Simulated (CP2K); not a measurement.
Consider 3-chlorofuran at its PBE geometry (Å).

```xyz
9

Cl    1.8757    0.3255    1.8630
C     0.6996    0.0408    0.6370
C    -0.4038    0.8937    0.3070
C    -1.0547    0.2689   -0.7168
O    -0.4315   -0.9140   -1.0402
C     0.6489   -1.0400   -0.1993
H    -0.6637    1.8349    0.7764
H    -1.9335    0.5119   -1.3011
H     1.2631   -1.9215   -0.3259
```

Method: CP2K XAS_TDP, all-electron GAPW, PBEh(45%), aug-pc-1, TDA, no relativity.

Predict the bright core excitations at the C K edge.

Leading lines: C2 283.07 eV, C3 281.84 eV, C4 282.47 eV and C6 282.54 eV. The leading line of an atom is its first one with 35 % of the strongest within 2.5 eV of its lowest line over the strength cut. 

The first six lines of each atom with a strength over 0.0015:

```
                     atom  energy (eV)  states  strength, one atom
C2 (bonded to 2 C and Cl)       283.07       1              0.0521
                                283.81       1              0.0494
                                285.42       1              0.0080
                                287.66       1              0.0048
                                288.27       1              0.0059
                                288.73       1              0.0037
 C3 (bonded to 2 C and H)       281.84       1              0.0479
                                284.14       1              0.0080
                                284.22       1              0.0126
                                285.29       1              0.0039
                                285.70       1              0.0034
                                286.17       1              0.0017
C4 (bonded to C, O and H)       282.47       1              0.0569
                                285.49       1              0.0187
                                286.13       1              0.0169
                                286.37       1              0.0030
                                286.88       1              0.0018
                                287.10       1              0.0020
C6 (bonded to C, O and H)       282.54       1              0.0542
                                285.38       1              0.0237
                                285.99       1              0.0059
                                286.37       1              0.0019
                                286.50       1              0.0055
                                286.81       1              0.0075
```

Lines are vertical, at one geometry, with no vibrational structure. Without a correction of the core level, line positions, and the gaps between valence and Rydberg lines, follow the share of exact exchange. At this level such K lines come out 3 to 6 eV under measured ones. These values hold no scalar relativity, about 0.1 eV for C 1s. Rydberg lines, and the discretised continuum above threshold, depend on the basis and the box.

[Banner, clock and machine lines of the logs are left out without a mark of their own.]

[Logs are printed without paths, hosts, clocks, repeated set-up lines and the standing remarks that a program may print on its own settings, such as how far it seeks lower states.]

[Hosts, paths, dates, database ids (printed as entryN), source tags and the programs' standing remarks are cut or masked in the printed files.]
